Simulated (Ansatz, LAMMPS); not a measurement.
# Amorphous carbon (100 atoms) under strain, part 2 of 4

Aim: relax amorphous carbon (100 atoms), then change its volume and shape to read moduli from the stress.

Ansatz 0.2.0; Kohn-Sham DFT, PBEsol, PAW (set soft_2), plane waves.

The cell: 100 C. The quench rate of 100 K/ps is many orders above laboratory rates. The starting topology of bonds comes from the classical model. The Brillouin zone is sampled at Γ only.

So far. Step 2 (Single point at the start): The r.m.s. force at the start is 1.6 eV/Å.

### Step 3. Cell and atoms relaxed

Cell and atoms are freed together, to release stress as well as forces.

Contents of input.yaml:

```yaml
crystal:
  lattice:
    - [10.4695, 0.0, 0.0]
    - [0.0, 10.4695, 0.0]
    - [0.0, 0.0, 10.4695]
  atoms:
    [... the 100 atom lines of step 2 ...]
kpoints:
  mp_grid: { grid: [1, 1, 1] }
hamiltonian:
  xc: pbesol
scf:
  occupations: { method: fermi_dirac, width: 0.05 }
output:
  forces: true
relax:
  f_tol: 0.05
  max_steps: 150
  cell: {}
```

Launch:

```sh
$ ansatz run input.yaml --threads 4 --pin off --max-ram 8192MiB --backend cpu --events-out ev --progress --plain --runs-dir out
```

Log:

```text
[...]
Crystal: 100 atoms, lattice volume = 1147.566 Å³
Basis set: ecut = 420 eV, 22575 PW (Γ), exchange–correlation on 144×144×144 points (8 copies of the dense FFT grid, shifted against one another)
Bands: 300, of which v1, the nominal top of the filled ones, is band 200 counted from 1 (199 counted from 0)
Symmetry: 1 space group operations
[...]
k-points: 1
[...]
SCF iter   1: F=—  HF=-24561.241293 eV  |F-HF|=—  |Δ(HF+E_count)|=         —  Δρ=1.42e-2  dr2=4.34e0  ethr=1.77e-3  ⟨swp⟩=5.0  Hψ=1207  notcnv=0  defer=70
[...]
SCF iter  11: F=-24560.622445 eV  HF=-24560.622445 eV  |F-HF|=6.35e-8  |Δ(HF+E_count)|=   1.08e-8  Δρ=2.33e-6  dr2=8.98e-8  ethr=2.50e-11  ⟨swp⟩=4.0  Hψ=856  notcnv=0
SCF 1 converged in 11 iterations: F = -24560.622445 eV  dr2 = 8.98e-8
[...]
relax step   1: F+E_penalty+E_count = -24560.62244501 eV  Δ(F+E_penalty+E_count) = +0.000e0 eV  max|allowed force component| = 4.972e0 eV/Å  Δτ_max = 0.0000 Å  P = -15.996 GPa  Ω = 1147.566 Å³  (11 SCF iters, dr2 threshold 1.00e-7 eV, accepted)
[... from here on, the SCF cycles and remarks between the steps are left out ...]
relax step   2: F+E_penalty+E_count = -24572.73691737 eV  Δ(F+E_penalty+E_count) = -1.211e1 eV  max|allowed force component| = 3.200e0 eV/Å  Δτ_max = 0.1948 Å  P = -6.840 GPa  Ω = 1088.252 Å³  energy of the carried Pulay correction = +1.607e-1 eV  (8 SCF iters, dr2 threshold 1.00e-5 eV, accepted)
relax step   3: F+E_penalty+E_count = -24577.22637355 eV  Δ(F+E_penalty+E_count) = -4.489e0 eV  max|allowed force component| = 1.656e0 eV/Å  Δτ_max = 0.1909 Å  P = +3.161 GPa  Ω = 1039.670 Å³  energy of the carried Pulay correction = +2.989e-1 eV  (9 SCF iters, dr2 threshold 1.00e-5 eV, accepted)
relax step   4: F+E_penalty+E_count = -24578.26931387 eV  Δ(F+E_penalty+E_count) = -1.043e0 eV  max|allowed force component| = 1.074e0 eV/Å  Δτ_max = 0.2000 Å  P = +0.525 GPa  Ω = 1041.095 Å³  energy of the carried Pulay correction = +2.948e-1 eV  (9 SCF iters, dr2 threshold 1.00e-5 eV, accepted)
relax step   5: F+E_penalty+E_count = -24578.50292383 eV  Δ(F+E_penalty+E_count) = -2.336e-1 eV  max|allowed force component| = 4.136e-1 eV/Å  Δτ_max = 0.0467 Å  P = -0.310 GPa  Ω = 1044.837 Å³  energy of the carried Pulay correction = +2.839e-1 eV  (8 SCF iters, dr2 threshold 1.00e-5 eV, accepted)
relax step   6: F+E_penalty+E_count = -24578.62923191 eV  Δ(F+E_penalty+E_count) = -1.263e-1 eV  max|allowed force component| = 4.267e-1 eV/Å  Δτ_max = 0.0693 Å  P = -0.463 GPa  Ω = 1045.369 Å³  energy of the carried Pulay correction = +2.824e-1 eV  (8 SCF iters, dr2 threshold 1.00e-5 eV, accepted)
relax step   7: F+E_penalty+E_count = -24578.75619076 eV  Δ(F+E_penalty+E_count) = -1.270e-1 eV  max|allowed force component| = 5.732e-1 eV/Å  Δτ_max = 0.1008 Å  P = -0.456 GPa  Ω = 1044.005 Å³  energy of the carried Pulay correction = +2.863e-1 eV  (8 SCF iters, dr2 threshold 1.00e-5 eV, accepted)
relax step   8: F+E_penalty+E_count = -24578.89631478 eV  Δ(F+E_penalty+E_count) = -1.401e-1 eV  max|allowed force component| = 5.578e-1 eV/Å  Δτ_max = 0.1430 Å  P = -0.270 GPa  Ω = 1041.473 Å³  energy of the carried Pulay correction = +2.937e-1 eV  (7 SCF iters, dr2 threshold 1.00e-5 eV, accepted)
relax step   9: F+E_penalty+E_count = -24579.15528163 eV  Δ(F+E_penalty+E_count) = -2.590e-1 eV  max|allowed force component| = 5.319e-1 eV/Å  Δτ_max = 0.1952 Å  P = +0.155 GPa  Ω = 1036.653 Å³  energy of the carried Pulay correction = +3.077e-1 eV  (8 SCF iters, dr2 threshold 1.00e-5 eV, accepted)
relax step  10: F+E_penalty+E_count = -24579.22483661 eV  Δ(F+E_penalty+E_count) = -6.955e-2 eV  max|allowed force component| = 1.061e0 eV/Å  Δτ_max = 0.1932 Å  P = +0.445 GPa  Ω = 1034.052 Å³  energy of the carried Pulay correction = +3.153e-1 eV  (8 SCF iters, dr2 threshold 1.00e-5 eV, accepted)
relax step  11: F+E_penalty+E_count = -24579.17641138 eV  Δ(F+E_penalty+E_count) = +4.843e-2 eV  max|allowed force component| = 1.649e0 eV/Å  Δτ_max = 0.1595 Å  P = +2.197 GPa  Ω = 1031.306 Å³  energy of the carried Pulay correction = +3.233e-1 eV  (9 SCF iters, dr2 threshold 1.00e-5 eV, rejected (line search))
relax step  12: F+E_penalty+E_count = -24579.25412912 eV  Δ(F+E_penalty+E_count) = -2.929e-2 eV  max|allowed force component| = 3.294e0 eV/Å  Δτ_max = 0.0778 Å  P = -2.448 GPa  Ω = 1049.184 Å³  energy of the carried Pulay correction = +2.714e-1 eV  (15 SCF iters, accepted)
relax step  13: F+E_penalty+E_count = -24579.48594865 eV  Δ(F+E_penalty+E_count) = -2.318e-1 eV  max|allowed force component| = 2.047e0 eV/Å  Δτ_max = 0.0713 Å  P = +0.486 GPa  Ω = 1038.718 Å³  energy of the carried Pulay correction = +3.017e-1 eV  (8 SCF iters, dr2 threshold 1.00e-5 eV, accepted)
relax step  14: F+E_penalty+E_count = -24578.93676452 eV  Δ(F+E_penalty+E_count) = +5.492e-1 eV  max|allowed force component| = 1.761e0 eV/Å  Δτ_max = 0.1500 Å  P = -0.384 GPa  Ω = 1037.807 Å³  energy of the carried Pulay correction = +3.043e-1 eV  (8 SCF iters, dr2 threshold 1.00e-5 eV, rejected (line search))
[...]
relax step  32: F+E_penalty+E_count = -24584.69176450 eV  Δ(F+E_penalty+E_count) = -1.882e-1 eV  max|allowed force component| = 1.484e0 eV/Å  Δτ_max = 0.0760 Å  P = -0.638 GPa  Ω = 1012.288 Å³  energy of the carried Pulay correction = +3.795e-1 eV  (8 SCF iters, dr2 threshold 1.00e-5 eV, accepted)
relax step  33: F+E_penalty+E_count = -24584.65096403 eV  Δ(F+E_penalty+E_count) = +4.080e-2 eV  max|allowed force component| = 1.517e0 eV/Å  Δτ_max = 0.0878 Å  P = +0.287 GPa  Ω = 1010.553 Å³  energy of the carried Pulay correction = +3.847e-1 eV  (8 SCF iters, dr2 threshold 1.00e-5 eV, rejected (line search))
relax step  34: F+E_penalty+E_count = -24584.88107353 eV  Δ(F+E_penalty+E_count) = -1.893e-1 eV  max|allowed force component| = 1.113e0 eV/Å  Δτ_max = 0.0429 Å  P = +0.233 GPa  Ω = 1009.640 Å³  energy of the carried Pulay correction = +3.874e-1 eV  (15 SCF iters, accepted)
relax step  35: F+E_penalty+E_count = -24584.90486977 eV  Δ(F+E_penalty+E_count) = -2.380e-2 eV  max|allowed force component| = 4.813e-1 eV/Å  Δτ_max = 0.0337 Å  P = -0.113 GPa  Ω = 1011.069 Å³  energy of the carried Pulay correction = +3.832e-1 eV  (7 SCF iters, dr2 threshold 1.00e-5 eV, accepted)
relax step  36: F+E_penalty+E_count = -24584.92305204 eV  Δ(F+E_penalty+E_count) = -1.818e-2 eV  max|allowed force component| = 1.966e-1 eV/Å  Δτ_max = 0.0138 Å  P = -0.003 GPa  Ω = 1010.410 Å³  energy of the carried Pulay correction = +3.851e-1 eV  (6 SCF iters, dr2 threshold 1.00e-5 eV, accepted)
relax step  37: F+E_penalty+E_count = -24584.92932808 eV  Δ(F+E_penalty+E_count) = -6.276e-3 eV  max|allowed force component| = 1.350e-1 eV/Å  Δτ_max = 0.0135 Å  P = +0.032 GPa  Ω = 1010.227 Å³  energy of the carried Pulay correction = +3.857e-1 eV  (6 SCF iters, dr2 threshold 2.42e-6 eV, accepted)
relax step  38: F+E_penalty+E_count = -24584.93315502 eV  Δ(F+E_penalty+E_count) = -3.827e-3 eV  max|allowed force component| = 1.311e-1 eV/Å  Δτ_max = 0.0216 Å  P = -0.016 GPa  Ω = 1010.296 Å³  energy of the carried Pulay correction = +3.855e-1 eV  (7 SCF iters, dr2 threshold 1.14e-6 eV, accepted)
relax step  39: F+E_penalty+E_count = -24584.93500756 eV  Δ(F+E_penalty+E_count) = -1.853e-3 eV  max|allowed force component| = 5.397e-2 eV/Å  Δτ_max = 0.0120 Å  P = +0.023 GPa  Ω = 1010.147 Å³  energy of the carried Pulay correction = +3.859e-1 eV  (7 SCF iters, dr2 threshold 1.07e-6 eV, accepted)
relax step  40: F+E_penalty+E_count = -24584.93499591 eV  Δ(F+E_penalty+E_count) = +1.165e-5 eV  max|allowed force component| = 2.534e-2 eV/Å  Δτ_max = 0.0031 Å  P = -0.008 GPa  Ω = 1010.271 Å³  energy of the carried Pulay correction = +3.855e-1 eV  (7 SCF iters, dr2 threshold 1.82e-7 eV, accepted)
relax step  41: F+E_penalty+E_count = -24584.73605234 eV  Δ(F+E_penalty+E_count) = +1.989e-1 eV  max|allowed force component| = 2.624e-2 eV/Å  Δτ_max = 0.0000 Å  P = -0.306 GPa  Ω = 1010.271 Å³  stress off target by 4.16e-1 GPa  SCF on the basis re-selected at this cell (its energy is not comparable with the rows above)  (7 SCF iters)
relax step  42: F+E_penalty+E_count = -24584.74709978 eV  Δ(F+E_penalty+E_count) = -1.105e-2 eV  max|allowed force component| = 4.225e-2 eV/Å  Δτ_max = 0.0055 Å  P = +0.192 GPa  Ω = 1007.280 Å³  energy of the carried Pulay correction = +9.448e-3 eV  (8 SCF iters, dr2 threshold 4.33e-7 eV, accepted)
relax step  43: F+E_penalty+E_count = -24584.74524339 eV  Δ(F+E_penalty+E_count) = +1.856e-3 eV  max|allowed force component| = 1.283e-2 eV/Å  Δτ_max = 0.0026 Å  P = +0.020 GPa  Ω = 1008.191 Å³  energy of the carried Pulay correction = +6.577e-3 eV  (8 SCF iters, dr2 threshold 2.07e-7 eV, accepted)
relax step  44: F+E_penalty+E_count = -24584.73895596 eV  Δ(F+E_penalty+E_count) = +6.287e-3 eV  max|allowed force component| = 1.276e-2 eV/Å  Δτ_max = 0.0000 Å  P = +0.013 GPa  Ω = 1008.191 Å³  stress off target by 2.73e-2 GPa  SCF on the basis re-selected at this cell (its energy is not comparable with the rows above)  (8 SCF iters)
[...]
SCF converged after 8 iterations
Free energy (F): -24584.738956 eV
[...]
Internal energy: -24584.722544 eV  (E = F + TS)
E sigma→0 (E₀):  -24584.730750 eV
Entropy (-TS):   -0.016412 eV (-0.164 meV/atom)
Fermi energy:    5.519366 eV
[...]
--- Forces (eV/Å), atoms counted from 1 ---
  atom   1  C      0.00210986    -0.00206142     0.00171773
  atom   2  C     -0.00025835    -0.00099732     0.00296246
  atom   3  C      0.00126731    -0.00534827     0.00006021
  atom   4  C     -0.00116992     0.00701051     0.00027858
  atom   5  C     -0.00627507     0.00560015    -0.00116593
  atom   6  C      0.00362649    -0.00300448    -0.00349399
  atom   7  C     -0.00091073    -0.00123128     0.00285091
  atom   8  C     -0.00347766     0.00396638     0.00074211
  atom   9  C     -0.00118599     0.00659463    -0.00374576
  atom  10  C      0.00497943    -0.00276536     0.00486284
  atom  11  C     -0.00018043    -0.00166858     0.00813806
  atom  12  C     -0.00026373    -0.00073036    -0.00250842
  atom  13  C     -0.00087449    -0.00145005     0.00034231
  atom  14  C      0.00255557    -0.00357457    -0.00345806
[...]
atom  99  C      0.00063023    -0.00181540     0.00248349
  atom 100  C     -0.00029846     0.00017542     0.00358198
  max |Σ_I F_I| component: 2.76e-6 eV/Å
--- Stress (GPa, compression-positive) ---
        0.014184      -0.011755      -0.011884
       -0.011755       0.016733      -0.009861
       -0.011883      -0.009861       0.008419
  P = ⅓ Tr σ = 0.0131 GPa (0.131 kbar)
--- Relaxed structure (42 steps of the walk, 38 accepted, 2 SCFs on fresh bases) ---
  F+E_penalty+E_count = -24584.73895596 eV   max|allowed force component| = 1.276e-2 eV/Å   (the final SCF, on the basis selected at the relaxed cell)
  cell:  # Å, volume = 1008.1910 Å³
    - [10.099446, -0.193747, -0.463468]
    - [-0.193747, 9.992417, -0.266417]
    - [-0.463468, -0.266417, 10.022787]
  atoms:
    - { symbol: C, position: [0.179662, 0.174713, 0.108224] }
    - { symbol: C, position: [0.115228, 0.505906, 0.890571] }
    - { symbol: C, position: [0.636790, 0.605933, 0.110678] }
    - { symbol: C, position: [0.103835, 0.045014, 0.639026] }
[...]
- { symbol: C, position: [0.195441, 0.238831, 0.997187] }
```

It took 2.4 min on 4 threads of AMD EPYC 9R45, shared host; peak memory 1.3 GiB; 8.7 min of CPU time.

The relaxation converged after 42 steps, with a largest force component of 0.013 eV/Å.

### Step 4. Single point at the relaxed geometry

The electronic structure is read at the final geometry, in a run of its own.

Contents of input.yaml:

```yaml
crystal:
  lattice:
    - [10.09945, -0.19375, -0.46347]
    - [-0.19375, 9.99242, -0.26642]
    - [-0.46347, -0.26642, 10.02279]
  atoms:
    - { symbol: C, position: [0.17966, 0.17471, 0.10822] }
    - { symbol: C, position: [0.11523, 0.50591, 0.89057] }
    - { symbol: C, position: [0.63679, 0.60593, 0.11068] }
    - { symbol: C, position: [0.10384, 0.04501, 0.63903] }
    - { symbol: C, position: [0.51086, 0.67113, 0.09794] }
    - { symbol: C, position: [0.66509, 0.31399, 0.52895] }
    [... 88 atom lines left out ...]
    - { symbol: C, position: [0.89601, 0.4276, 0.7704] }
    - { symbol: C, position: [0.07108, 0.27065, 0.90958] }
    - { symbol: C, position: [0.78848, 0.26094, 0.98238] }
    - { symbol: C, position: [0.2603, 0.85116, 0.61593] }
    - { symbol: C, position: [0.34524, 0.40177, 0.94231] }
    - { symbol: C, position: [0.19544, 0.23883, 0.99719] }
kpoints:
  mp_grid: { grid: [1, 1, 1] }
hamiltonian:
  xc: pbesol
scf:
  occupations: { method: fermi_dirac, width: 0.05 }
output:
  forces: true
  stress: true
  populations: true
  dos:
    method: { smearing: { sigma: 0.1 } }
    de: 0.1
    projected: { site_lists: { C: [C] } }
  eigenvalues: true
  write_density: true
  write_potential: true
  volumetric_format: npy
```

Log:

```text
[...]
Crystal: 100 atoms, lattice volume = 1008.192 Å³
Basis set: ecut = 420 eV, 19695 PW (Γ), exchange–correlation on 144×144×144 points (8 copies of the dense FFT grid, shifted against one another)
Bands: 300, of which v1, the nominal top of the filled ones, is band 200 counted from 1 (199 counted from 0)
Symmetry: 1 space group operations
[...]
k-points: 1
[...]
SCF iter   1: F=—  HF=-24585.527705 eV  |F-HF|=—  |Δ(HF+E_count)|=         —  Δρ=1.45e-2  dr2=3.86e0  ethr=1.77e-3  ⟨swp⟩=6.0  Hψ=1330  notcnv=0  defer=67
[...]
SCF iter  15: F=-24584.738948 eV  HF=-24584.738948 eV  |F-HF|=9.87e-9  |Δ(HF+E_count)|=   1.78e-8  Δρ=9.80e-7  dr2=2.55e-8  ethr=2.50e-11  ⟨swp⟩=8.0  Hψ=1720  notcnv=0
SCF 1 converged in 15 iterations: F = -24584.738948 eV  dr2 = 2.55e-8
[...]
WARN: The input density's exchange-correlation potential varies sharply where the density is thin. Do not read a vacuum level from v_tot or v_xc, or from such a field of the output density. On a cell that repeats whose density bears no net charge and no dipole along the vacuum's axis use v_es (v_loc + v_h of the components); [...]
SCF converged after 15 iterations
Free energy (F): -24584.738948 eV
[...]
Internal energy: -24584.722542 eV  (E = F + TS)
E sigma→0 (E₀):  -24584.730745 eV
Entropy (-TS):   -0.016406 eV (-0.164 meV/atom)
Fermi energy:    5.519352 eV
[...]
--- Forces (eV/Å), atoms counted from 1 ---
  atom   1  C      0.00178141    -0.00298312     0.00398580
  atom   2  C     -0.00056744    -0.00409687     0.00369035
  atom   3  C      0.00066612    -0.00374478    -0.00226984
  atom   4  C     -0.00135087     0.00905420    -0.00360158
  atom   5  C     -0.00784237     0.00516180    -0.00017001
  atom   6  C      0.00322455    -0.00316465    -0.00254822
  atom   7  C      0.00050260    -0.00092353     0.00339961
  atom   8  C     -0.00345244     0.00161253     0.00019695
  atom   9  C     -0.00140202     0.00743598    -0.00247075
  atom  10  C      0.00430950    -0.00173609     0.00604234
  atom  11  C      0.00068556    -0.00195058     0.00731068
  atom  12  C     -0.00077467     0.00229636     0.00052001
  atom  13  C     -0.00157203    -0.00213821     0.00275572
  atom  14  C      0.00289897    -0.00392816    -0.00185775
[...]
atom  99  C      0.00383698    -0.00575832     0.00086006
  atom 100  C      0.00037286     0.00107525     0.00081271
  max |Σ_I F_I| component: 3.77e-5 eV/Å
--- Stress (GPa, compression-positive) ---
        0.015613      -0.011759      -0.011696
       -0.011759       0.014838      -0.010407
       -0.011696      -0.010407       0.007834
  P = ⅓ Tr σ = 0.0128 GPa (0.128 kbar)
--- Band table (eV) ---
[...]
--- Löwdin populations: 100 sites ---
  site symbol       q [e]
     0      C      3.9117
     1      C      3.9437
     2      C      3.9797
[...]
99      C      3.9876
  spilling = 0.009044 (of n_electrons = 400.000000)
```

It took 6.8 s on 4 threads; peak memory 1.2 GiB; 24 s of CPU time.

The program notes that the exchange-correlation potential is rough where the density is thin.

Read from the output:

```
free energy                                      : -24584.7389 eV
free energy per atom                             : -245.8474 eV/atom
SCF cycles                                       : 15
pressure                                         : 0.01276 GPa
r.m.s. force component                           : 0.00385 eV/Å
longest force                                    : 0.01236 eV/Å
Fermi energy                                     : 5.519 eV
gap (highest filled to lowest empty level) : 0.4428 eV
spilling of the projection                       : 0.009044
```

(Continued in part 3 of 4.)

[Long decimals in the printed logs are rounded to 6 places.]

[Logs are printed without paths, hosts, clocks, repeated set-up lines and the standing remarks that a program may print on its own settings, such as how far it seeks lower states.]

[Hosts, paths, dates, database ids (printed as entryN), source tags and the programs' standing remarks are cut or masked in the printed files.]
